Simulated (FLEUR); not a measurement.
**ErBi: which magnetic order is lowest**

Does ErBi prefer parallel or opposed moments?

Program: FLEUR MaX-R8.1. Level of theory: LDA (VWN) with U = 4.02 eV, J = 0.7 eV on Er f; all-electron FLAPW, Dirac cores, scalar-relativistic bands. Results are calculated unless marked as measured.

Report form: the programs' logs are mostly left out.

### Step 1. The starting structure

Symmetry: Fm-3m, No. 225, cubic system. Conventional cell: a = 6.186 Å, b = 6.186 Å, c = 6.186 Å, α = 90.00°, β = 90.00°, γ = 90.00°. Er has 6 Bi at 3.09 Å nearest. Nearest to Bi lie 6 Er at 3.09 Å. Farther neighbours are not listed.

### Step 2. Start 1: ferro +

The parallel start is the test of whether parallel moments hold. A Hubbard U acts on the open shell, since semilocal functionals spread its electrons too much.

The file n_mmp_mat seeds the f occupations with whole cubic orbitals by Hund's first rule, so that the U acts from the first pass. inpgen writes inp.xml from crystal.txt; cutoffs, mixing, functional, smearing and local orbitals are then set in the file. The k list default-1 (kpts.xml, not shown) is a Γ-centred 8×8×8 mesh; where the ranks do not divide the number of points, some are split in two of half the weight.

inp.xml reads:

```
<?xml version="1.0" encoding="UTF-8" standalone="no"?>
<fleurInput fleurInputVersion="0.39">
   <comment>
      ErBi
   </comment>
   <calculationSetup>
      <cutoffs Kmax="3.6" Gmax="10.8" GmaxXC="10.8" numbands="0"/>
      <scfLoop itmax="130" minDistance="0.0001" maxIterBroyd="15" imix="Anderson" alpha="0.05" precondParam="0.0" spinf="2.0" sdNocoIR="T"/>
      <coreElectrons ctail="T" frcor="F" kcrel="0" coretail_lmax="0"/>
      <xcFunctional name="vwn" relativisticCorrections="F"/>
      <magnetism jspins="2"/>
      <soc l_soc="F" theta="0.0" phi="0.0" spav="F"/>
      <expertModes spex="0" secvar="F"/>
      <geometryOptimization l_f="F" forcealpha="1.0" forcemix="BFGS" epsdisp="0.00001" epsforce="0.00001"/>
      <ldaU l_linMix="F" mixParam="0.05" spinf="1.0"/>
   </calculationSetup>
   <cell>
      <bzIntegration valenceElectrons="37.0" mode="hist" fermiSmearingEnergy="0.00110248">
         <kPointListSelection listName="default-1"/>
         <xi:include xmlns:xi="http://www.w3.org/2001/XInclude" href="kpts.xml"> </xi:include>
      </bzIntegration>
      <xi:include xmlns:xi="http://www.w3.org/2001/XInclude" href="sym.xml"> </xi:include>
      <bulkLattice scale="1.0">
         <bravaisMatrix>
            <row-1>    0.0000000000000000     5.8449229033877996     5.8449229033877996</row-1>
            <row-2>    5.8449229033877996     0.0000000000000000     5.8449229033877996</row-2>
            <row-3>    5.8449229033877996     5.8449229033877996     0.0000000000000000</row-3>
         </bravaisMatrix>
      </bulkLattice>
   </cell>
   <atomSpecies>
      <species name="Erbium (Er3.001" element="Er" atomicNumber="68">
         <mtSphere radius="2.8" gridPoints="925" logIncrement="0.014"/>
         <atomicCutoffs lmax="10" lnonsphr="8"/>
         <electronConfig flipSpins="F">
            <coreConfig>(1s1/2) (2s1/2) (2p1/2) (2p3/2) (3s1/2) (3p1/2) (3p3/2) (4s1/2) (3d3/2) (3d5/2) (4p1/2) (4p3/2) (4d3/2) (4d5/2)</coreConfig>
            <valenceConfig>(5s1/2) (5p1/2) (5p3/2) (6s1/2) (4f5/2) (4f7/2)</valenceConfig>
            <stateOccupation state="(4f5/2)" spinUp="3.0" spinDown="2.1428571428571"/>
            <stateOccupation state="(4f7/2)" spinUp="4.0" spinDown="2.8571428571429"/>
         </electronConfig>
         <energyParameters s="6" p="6" d="5" f="4"/>
         <ldaU l="3" U="4.02" J="0.7" l_amf="F"/>
         <lo type="SCLO" l="0" n="5" eDeriv="0"/>
         <lo type="SCLO" l="1" n="5" eDeriv="0"/>
      </species>
      <species name="Bismuth (Bi)" element="Bi" atomicNumber="83">
         <mtSphere radius="2.8" gridPoints="925" logIncrement="0.015"/>
         <atomicCutoffs lmax="10" lnonsphr="8"/>
         <electronConfig flipSpins="F">
            <coreConfig>(1s1/2) (2s1/2) (2p1/2) (2p3/2) (3s1/2) (3p1/2) (3p3/2) (4s1/2) (3d3/2) (3d5/2) (4p1/2) (4p3/2) (5s1/2) (4d3/2) (4d5/2) (5p1/2) (5p3/2) (4f5/2) (4f7/2)</coreConfig>
            <valenceConfig>(6s1/2) (5d3/2) (5d5/2) (6p1/2) (6p3/2)</valenceConfig>
            <stateOccupation state="(6p1/2)" spinUp="0.500000" spinDown="0.500000"/>
            <stateOccupation state="(6p3/2)" spinUp="1.000000" spinDown="1.000000"/>
         </electronConfig>
         <energyParameters s="6" p="6" d="6" f="5"/>
         <lo type="SCLO" l="2" n="5" eDeriv="0"/>
      </species>
   </atomSpecies>
   <atomGroups>
      <atomGroup species="Erbium (Er3.001">
         <relPos label="                   1">1.000/2.000 1.000/2.000 1.000/2.000</relPos>
         <force calculate="T" relaxXYZ="TTT"/>
      </atomGroup>
      <atomGroup species="Bismuth (Bi)">
         <relPos label="                   2">.0000000000 .0000000000 .0000000000</relPos>
         <force calculate="T" relaxXYZ="TTT"/>
      </atomGroup>
   </atomGroups>
   <output dos="F" band="F" slice="F">
      <bandDOS minEnergy="-.5*Htr" maxEnergy="0.5*Htr" sigma="0.015" storeEVData="T"/>
      <plotting iplot="0" polar="F">
         <plot TwoD="T" vec1="  1.0  0.0  0.0" vec2="  0.0  1.0  0.0" vec3="  0.0  0.0  1.0" zero="  0.0  0.0  0.0" file="plot"/>
      </plotting>
      <moessbauerParams electricFieldGradient="F" isomerShift="F" coreHyperfine="F" valenceHyperfine="F"/>
   </output>
</fleurInput>
```

crystal.txt reads:

```
ErBi
&input film=F cartesian=F /
0.00000000000  3.09300000000  3.09300000000
3.09300000000  0.00000000000  3.09300000000
3.09300000000  3.09300000000  0.00000000000
1.8897261246
1.0 1.0 1.0

2
68 0.50000000000  0.50000000000  0.50000000000 : 3.001
83 0.00000000000  0.00000000000  0.00000000000

&kpt div1=8 div2=8 div3=8 gamma=T /
```

The run is started by

```sh
OMP_NUM_THREADS=1 inpgen -f crystal.txt > inpgen.log  # inp.xml is then edited as shown
OMP_NUM_THREADS=1 mpirun -n 4 fleur_MPI > fleur.log
```

Wall time 20 s (4 MPI ranks of Intel Xeon 6975P-C (Granite Rapids), shared host); peak memory 0.26 GiB.

Numbers from this step:

```
free energy                                                       : -943190.9354 eV
program's band gap on this mesh (in a metal only a level spacing) : 2.08e-4 eV
magnetization                                                     : 2.788 μB
final state                                                       : ferromagnetic
largest moment                                                    : 2.716 μB
```

After 29 cycles the largest moment stands at 2.72 μB.

### Step 3. Order 2, typed as antiferro q=(0,1/2,1/2) +-

An opposed order shows whether neighbours prefer unlike signs.

This order needs a doubled cell of 4 atoms. The mesh is halved along the doubled vector, so that both cells sample the same points. The k list default-1 (kpts.xml, not shown) is a Γ-centred 8×4×8 mesh.

inp.xml: that of step 2 with these lines changed.

```diff
@@ -17,3 +17,3 @@
    <cell>
-      <bzIntegration valenceElectrons="37.0" mode="hist" fermiSmearingEnergy="0.00110248">
+      <bzIntegration valenceElectrons="74.0" mode="hist" fermiSmearingEnergy="0.00110248">
          <kPointListSelection listName="default-1"/>
@@ -25,4 +25,4 @@
             <row-1>    0.0000000000000000     5.8449229033877996     5.8449229033877996</row-1>
-            <row-2>    5.8449229033877996     0.0000000000000000     5.8449229033877996</row-2>
-            <row-3>    5.8449229033877996     5.8449229033877996     0.0000000000000000</row-3>
+            <row-2>   11.6898458067755993     0.0000000000000000    11.6898458067755993</row-2>
+            <row-3>   11.6898458067755993     5.8449229033877996     5.8449229033877996</row-3>
          </bravaisMatrix>
@@ -39,2 +39,16 @@
             <stateOccupation state="(4f7/2)" spinUp="4.0" spinDown="2.8571428571429"/>
+         </electronConfig>
+         <energyParameters s="6" p="6" d="5" f="4"/>
+         <ldaU l="3" U="4.02" J="0.7" l_amf="F"/>
+         <lo type="SCLO" l="0" n="5" eDeriv="0"/>
+         <lo type="SCLO" l="1" n="5" eDeriv="0"/>
+      </species>
+      <species name="Erbium (Er-3.001" element="Er" atomicNumber="68">
+         <mtSphere radius="2.8" gridPoints="925" logIncrement="0.014"/>
+         <atomicCutoffs lmax="10" lnonsphr="8"/>
+         <electronConfig flipSpins="F">
+            <coreConfig>(1s1/2) (2s1/2) (2p1/2) (2p3/2) (3s1/2) (3p1/2) (3p3/2) (4s1/2) (3d3/2) (3d5/2) (4p1/2) (4p3/2) (4d3/2) (4d5/2)</coreConfig>
+            <valenceConfig>(5s1/2) (5p1/2) (5p3/2) (6s1/2) (4f5/2) (4f7/2)</valenceConfig>
+            <stateOccupation state="(4f5/2)" spinUp="2.1428571428571" spinDown="3.0"/>
+            <stateOccupation state="(4f7/2)" spinUp="2.8571428571429" spinDown="4.0"/>
          </electronConfig>
@@ -60,3 +74,7 @@
       <atomGroup species="Erbium (Er3.001">
-         <relPos label="                   1">1.000/2.000 1.000/2.000 1.000/2.000</relPos>
+         <relPos label="                   1">1.000/2.000 .0000000000 1.000/2.000</relPos>
+         <force calculate="T" relaxXYZ="TTT"/>
+      </atomGroup>
+      <atomGroup species="Erbium (Er-3.001">
+         <relPos label="                   2">1.000/2.000 1.000/2.000 1.000/2.000</relPos>
          <force calculate="T" relaxXYZ="TTT"/>
@@ -64,3 +82,7 @@
       <atomGroup species="Bismuth (Bi)">
-         <relPos label="                   2">.0000000000 .0000000000 .0000000000</relPos>
+         <relPos label="                   3">.0000000000 .0000000000 .0000000000</relPos>
+         <force calculate="T" relaxXYZ="TTT"/>
+      </atomGroup>
+      <atomGroup species="Bismuth (Bi)">
+         <relPos label="                   4">.0000000000 1.000/2.000 .0000000000</relPos>
          <force calculate="T" relaxXYZ="TTT"/>
```

crystal.txt reads:

```
ErBi
&input film=F cartesian=F /
0.00000000000  3.09300000000  3.09300000000
6.18600000000  0.00000000000  6.18600000000
6.18600000000  3.09300000000  3.09300000000
1.8897261246
1.0 1.0 1.0

4
68 0.50000000000  0.00000000000  0.50000000000 : 3.001
68 0.50000000000  0.50000000000  0.50000000000 : -3.001
83 0.00000000000  0.00000000000  0.00000000000
83 0.00000000000  0.50000000000  0.00000000000

&kpt div1=8 div2=4 div3=8 gamma=T /
```

The job ended after 15 min (4 MPI ranks; peak memory 0.59 GiB).

The run stopped without converging, so none of its numbers is a property of the system.

After 130 cycles the density distance stands at 0.027 me/bohr³, above the threshold of 0.0001.

### Step 4. Order 3, typed as antiferro q=(0,0,1/2) +-

Another pattern of signs weighs the neighbour shells otherwise.

This order needs a doubled cell of 4 atoms. The mesh is halved along the doubled vector, so that both cells sample the same points. The k list default-1 (kpts.xml, not shown) is a Γ-centred 8×8×4 mesh.

inp.xml: that of step 3 with these lines changed.

```diff
@@ -25,4 +25,4 @@
             <row-1>    0.0000000000000000     5.8449229033877996     5.8449229033877996</row-1>
-            <row-2>   11.6898458067755993     0.0000000000000000    11.6898458067755993</row-2>
-            <row-3>   11.6898458067755993     5.8449229033877996     5.8449229033877996</row-3>
+            <row-2>    5.8449229033877996     0.0000000000000000     5.8449229033877996</row-2>
+            <row-3>   11.6898458067755993    11.6898458067755993     0.0000000000000000</row-3>
          </bravaisMatrix>
@@ -74,3 +74,3 @@
       <atomGroup species="Erbium (Er3.001">
-         <relPos label="                   1">1.000/2.000 .0000000000 1.000/2.000</relPos>
+         <relPos label="                   1">1.000/2.000 1.000/2.000 .0000000000</relPos>
          <force calculate="T" relaxXYZ="TTT"/>
@@ -82,7 +82,4 @@
       <atomGroup species="Bismuth (Bi)">
-         <relPos label="                   3">.0000000000 .0000000000 .0000000000</relPos>
-         <force calculate="T" relaxXYZ="TTT"/>
-      </atomGroup>
-      <atomGroup species="Bismuth (Bi)">
-         <relPos label="                   4">.0000000000 1.000/2.000 .0000000000</relPos>
+         <relPos label="                   3">.0000000000 .0000000000 -1.000/4.000</relPos>
+         <relPos label="                   4">.0000000000 .0000000000 1.000/4.000</relPos>
          <force calculate="T" relaxXYZ="TTT"/>
```

crystal.txt reads:

```
ErBi
&input film=F cartesian=F /
0.00000000000  3.09300000000  3.09300000000
3.09300000000  0.00000000000  3.09300000000
6.18600000000  6.18600000000  0.00000000000
1.8897261246
1.0 1.0 1.0

4
68 0.50000000000  0.50000000000  0.25000000000 : 3.001
68 0.50000000000  0.50000000000  0.75000000000 : -3.001
83 0.00000000000  0.00000000000  0.00000000000
83 0.00000000000  0.00000000000  0.50000000000

&kpt div1=8 div2=8 div3=4 gamma=T /
```

It took 11 min on 4 MPI ranks; peak memory 0.59 GiB; 45 min of CPU time.

Spin moment in the muffin-tin sphere by atom:

```
atom  spin moment in the muffin-tin sphere (μB)
 Er1                                       2.69
 Er2                                      -2.69
 Bi3                                       0.00
 Bi4                                       0.00
```

Numbers from this step:

| Quantity | Value |
| --- | --- |
| free energy | -1886381.8910 eV |
| program's band gap on this mesh (in a metal only a level spacing) | 0.1156 eV |
| magnetization | 0 μB |
| final state | antiferromagnetic |

It lies 10.0 meV a seeded atom under the first start, and its largest moment is 2.69 μB against 2.72 μB.

### Step 5. The states side by side

Free energies are divided by the number of seeded atoms, so that cells of unlike size compare. Wavevectors q in the names are fractions of the primitive cell's reciprocal vectors.

Orders:

```
                   start        final state  typed order kept  energy over the lowest (meV a seeded atom)  largest sphere moment (μB)  net moment (μB a primitive cell)  mesh matched  CPU time (s)
                 ferro +      ferromagnetic               yes                                       10.03                       2.716                             2.788           yes         79.81
antiferro q=(0,0,1/2) +-  antiferromagnetic               yes                                           0                       2.685                                 0           yes          2698
```

### Step 6. Results

| Item | Value |
| --- | --- |
| lowest state found | antiferromagnetic (typed antiferro q=(0,0,1/2) +-) |
| largest site spin moment | 2.69 μB |
| next finished state | ferromagnetic, 10.0 meV a seeded atom higher |

What this shows: The lowest state found is antiferromagnetic, reached from the start antiferro q=(0,0,1/2) +-, with moments up to 2.69 μB. The next finished state costs 10 meV a seeded atom. 1 start gave no converged result and is missing from the ranking; a lower order may hide there. Only 3 starts were tried; other patterns of signs, canted and longer-period orders were not. Open f shells have many stationary orbital fillings, so the state need not be the lowest, and spin-only moments miss the orbital part.

[Logs and program files are shortened in this print: banners, set-up blocks, solver, clock and traceback lines can be left out without a mark of their own.]

[Logs are printed without paths, hosts, clocks, repeated set-up lines and the standing remarks that a program may print on its own settings, such as how far it seeks lower states.]

[Hosts, paths, dates, database ids (printed as entryN), source tags and the programs' standing remarks are cut or masked in the printed files.]

[Where a cell is said to come from a database of computed structures, the database is the Materials Project.]
